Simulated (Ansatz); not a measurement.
## The false plateau in GW convergence: BiOBr (P4/nmm)

Can the band sum of G0W0 be converged at a fixed screening cutoff? A test on BiOBr (P4/nmm).

Calculated with Ansatz 0.2.0; G0W0 on r2SCAN, plane waves, PAW.

Report form: the programs' logs are mostly left out.

The database entry behind the starting cell differs from later determinations by our own check (0.1 to 0.3 % short, probably kX units), so it need not match the best structure at ambient conditions.

**1. Set-up**

The structure is tetragonal, space group P4/nmm (No. 129). Conventional cell: a = 3.916 Å, b = 3.916 Å, c = 8.077 Å, α = 90.00°, β = 90.00°, γ = 90.00°. Nearest to Bi lie 4 O at 2.32 Å and 4 Br at 3.18 Å. Br has 4 Bi at 3.18 Å nearest. Nearest to O lie 4 Bi at 2.32 Å. Farther neighbours and most contacts between anions are not listed.

The cell and positions come from the Crystallography Open Database and are kept as given unless a step says otherwise. Spin-orbit coupling is left out unless a step names it. The default PAW set here is soft_2. Its files were made with PBE.

**2. 99 empty bands, screening to 50 eV**

Now the one-shot GW correction: screening in the RPA, then the self-energy of the levels asked for.

input.yaml

```yaml
crystal:
  lattice:
    - [3.916, 0.0, 0.0]
    - [0.0, 3.916, 0.0]
    - [0.0, 0.0, 8.077]
  atoms:
    - { symbol: Bi, position: [0.0, 0.5, 0.154] }
    - { symbol: Bi, position: [0.5, 0.0, 0.846] }
    - { symbol: Br, position: [0.0, 0.5, 0.653] }
    - { symbol: Br, position: [0.5, 0.0, 0.347] }
    - { symbol: O, position: [0.0, 0.0, 0.0] }
    - { symbol: O, position: [0.5, 0.5, 0.0] }
kpoints:
  mp_grid: { grid: [4, 4, 2] }
hamiltonian:
  xc: r2scan
scf:
  occupations: { method: fixed }
gw:
  n_empty_bands: 99
  ecut_chi: 50
  qp_bands: [v2, c2]
  qp_kpoints: band_edges
  screening: { model: contour_deformation }
```

Run with:

```bash
$ ansatz run input.yaml --threads 3 --pin off --max-ram 92160MiB --backend cuda --events-out ev --progress --plain --runs-dir out --devices 1 --max-vram 13GiB
```

Wall time 7.4 s (1 × NVIDIA H100 80GB HBM3 (shared by 6 runs) with 3 threads of AMD EPYC 7R13 (Zen 3), shared host); peak memory 1.3 GiB; 13 s of CPU time.

Numbers from this step:

| Quantity | Value |
| --- | --- |
| bands summed | 127 |
| RPA ε∞ on this mesh (eigenvalues) | 4.694, 6.318, 6.318 |
| plane waves in the screening matrix | 101 |
| q-points in the mesh | 32 |
| G0W0 gap on the mesh | 3.175 eV |
| k of the valence top | 0, -0.5, -0.5 |
| k of the conduction bottom | 0, 0, -0.5 |
| starting gap on the mesh | 2.678 eV |
| Z at the valence top | 0.7811 |
| Z at the conduction bottom | 0.8238 |
| least direct G0W0 gap on the computed points | 3.452 eV |

The gap on the mesh goes from 2.68 eV to 3.18 eV, a correction of +0.50 eV. Between the two edge states, bare exchange in place of the xc potential would open the gap by 6.55 eV, and correlation takes back 6.05 eV.

**3. 516 empty bands, screening to 50 eV**

input.yaml: that of step 2 with these lines changed.

```diff
@@ -19,3 +19,3 @@
 gw:
-  n_empty_bands: 99
+  n_empty_bands: 516
   ecut_chi: 50
```

The job ended after 36 s (1 × NVIDIA H100 80GB HBM3 (shared by 6 runs) with 3 threads; peak memory 1.9 GiB; 64 s of CPU time).

Numbers from this step:

```
bands summed                                 : 544
RPA ε∞ on this mesh (eigenvalues)            : 4.700, 6.326, 6.326
plane waves in the screening matrix          : 101
G0W0 gap on the mesh                         : 3.111 eV
k of the valence top                         : 0, -0.5, -0.5
k of the conduction bottom                   : 0, 0, -0.5
starting gap on the mesh                     : 2.678 eV
least direct G0W0 gap on the computed points : 3.367 eV
```

Against the run with 4×4×2 mesh, 99 empty bands, screening to 50 eV, the gap moves by −0.06 eV.

**4. 281 empty bands, screening to 100 eV**

Another rung: the empty bands reach about as high as the screening cutoff, so the two stay in balance.

input.yaml: that of step 3 with these lines changed.

```diff
@@ -19,4 +19,4 @@
 gw:
-  n_empty_bands: 516
-  ecut_chi: 50
+  n_empty_bands: 281
+  ecut_chi: 100
   qp_bands: [v2, c2]
```

Run time: 14 s. Hardware: 1 × NVIDIA H100 80GB HBM3 (shared by 6 runs) with 3 threads; peak memory 1.6 GiB.

The G0W0 gap on the mesh is 3.275 eV.

**5. 1461 empty bands, screening to 100 eV**

input.yaml: that of step 4 with these lines changed.

```diff
@@ -19,3 +19,3 @@
 gw:
-  n_empty_bands: 281
+  n_empty_bands: 1461
   ecut_chi: 100
```

Wall time 49 s (1 × NVIDIA H100 80GB HBM3 (shared by 6 runs) with 3 threads); peak memory 4 GiB; 79 s of CPU time.

The G0W0 gap on the mesh is 3.280 eV.

**6. 99 empty bands, screening to 150 eV**

input.yaml: that of step 5 with these lines changed.

```diff
@@ -19,4 +19,4 @@
 gw:
-  n_empty_bands: 1461
-  ecut_chi: 100
+  n_empty_bands: 99
+  ecut_chi: 150
   qp_bands: [v2, c2]
```

It took 15 s on 1 × NVIDIA H100 80GB HBM3 (shared by 6 runs) with 3 threads; peak memory 1.7 GiB.

The G0W0 gap on the mesh is 3.279 eV.

**7. 516 empty bands, screening to 150 eV**

input.yaml: that of step 6 with these lines changed.

```diff
@@ -19,3 +19,3 @@
 gw:
-  n_empty_bands: 99
+  n_empty_bands: 516
   ecut_chi: 150
```

Wall time 24 s (1 × NVIDIA H100 80GB HBM3 (shared by 6 runs) with 3 threads); peak memory 2.1 GiB; 42 s of CPU time.

The G0W0 gap on the mesh is 3.396 eV.

**8. 917 empty bands, screening to 220 eV**

input.yaml: that of step 7 with these lines changed.

```diff
@@ -19,4 +19,4 @@
 gw:
-  n_empty_bands: 516
-  ecut_chi: 150
+  n_empty_bands: 917
+  ecut_chi: 220
   qp_bands: [v2, c2]
```

Wall time 42 s (1 × NVIDIA H100 80GB HBM3 (shared by 6 runs) with 3 threads); peak memory 3.4 GiB.

The G0W0 gap on the mesh is 3.476 eV.

**9. 281 empty bands, screening to 300 eV**

input.yaml: that of step 8 with these lines changed.

```diff
@@ -19,4 +19,4 @@
 gw:
-  n_empty_bands: 917
-  ecut_chi: 220
+  n_empty_bands: 281
+  ecut_chi: 300
   qp_bands: [v2, c2]
```

Wall time 17 s (1 × NVIDIA H100 80GB HBM3 (shared by 6 runs) with 3 threads); peak memory 4.6 GiB; 32 s of CPU time.

The G0W0 gap on the mesh is 3.360 eV.

**10. 1461 empty bands, screening to 300 eV**

input.yaml: that of step 9 with these lines changed.

```diff
@@ -19,3 +19,3 @@
 gw:
-  n_empty_bands: 281
+  n_empty_bands: 1461
   ecut_chi: 300
```

The job ended after 75 s (1 × NVIDIA H100 80GB HBM3 (shared by 6 runs) with 3 threads; peak memory 5.9 GiB).

The G0W0 gap on the mesh is 3.509 eV.

**11. The grid**

Start r2SCAN, 4×4×2 mesh. Times are wall times on 1 × NVIDIA H100 80GB HBM3 (shared by 6 runs) with 3 threads of AMD EPYC 7R13 (Zen 3), shared host, good to a factor of about two.

```csv
cutoff (eV),plane waves at q = 0,bands summed,gap (eV),Σc valence (eV),Σc conduction (eV),time
50,101,127,3.175,2.87,-3.18,7.4 s
50,101,544,3.111,2.64,-3.48,36 s
100,281,309,3.275,2.51,-3.44,14 s
100,281,1489,3.280,2.36,-3.59,49 s
150,509,127,3.279,2.85,-3.10,15 s
150,509,544,3.396,2.27,-3.56,24 s
220,927,945,3.476,2.12,-3.63,42 s
300,1463,309,3.360,2.44,-3.42,17 s
300,1463,1489,3.509,2.04,-3.68,75 s
```

**12. Summary of results**

```yaml
127_bands_50_ev: 3.175 eV
544_bands_50_ev: 3.111 eV
309_bands_100_ev: 3.275 eV
1489_bands_100_ev: 3.280 eV
127_bands_150_ev: 3.279 eV
544_bands_150_ev: 3.396 eV
945_bands_220_ev: 3.476 eV
309_bands_300_ev: 3.360 eV
1489_bands_300_ev: 3.509 eV
estimated_limit_along_the_diagonal: 3.57 eV
mesh_and_start: 4×4×2, r2SCAN
```

At 50 eV, going from 127 to 544 bands moves the gap by −0.06 eV. At 100 eV, going from 309 to 1489 bands moves the gap by +0.01 eV. At 150 eV, going from 127 to 544 bands moves the gap by +0.12 eV. At 300 eV, going from 309 to 1489 bands moves the gap by +0.15 eV. At 127 bands, raising the cutoff from 50 to 150 eV moves it by +0.10 eV. At 544 bands, raising the cutoff from 50 to 150 eV moves it by +0.28 eV. At 309 bands, raising the cutoff from 100 to 300 eV moves it by +0.09 eV. At 1489 bands, raising the cutoff from 100 to 300 eV moves it by +0.23 eV. Along the diagonal, where both rise together, the two highest rungs point to 3.57 eV. The 4×4×2 mesh misses a band edge: on 6×6×4 the r2SCAN gap is 2.60 eV, so these values are not the fundamental gap, which lies some 0.08 eV lower. A low cutoff hides what high bands add, so a band series at one cutoff can look settled before the gap is. The 4×4×2 mesh is coarse for this cell (its supercell is 16 Å along the shortest edge). The RPA ε∞ on it, from the r2SCAN start, is 4.64 and 6.16; such meshes misread the long-range screening, most where the gap is narrow. Where an edge is built on 6p states of lead, bismuth or thallium, scalar-relativistic gaps usually stand too wide, by a few tenths to over one eV. The many-body steps are scalar-relativistic: spin-orbit coupling is not in them.

[Paths, hosts, dates, memory and timing lines, banners, echoed tables and standing remarks are left out of the program output.]

[Logs are printed without paths, hosts, clocks, repeated set-up lines and the standing remarks that a program may print on its own settings, such as how far it seeks lower states.]

[Runs of the session that timed out or met a known fault of the program may be left out.]

[Cells called generated may have been cut or substituted from an entry of the Crystallography Open Database or the Materials Project.]

[Hosts, paths, dates, database ids (printed as entryN), source tags and the programs' standing remarks are cut or masked in the printed files.]
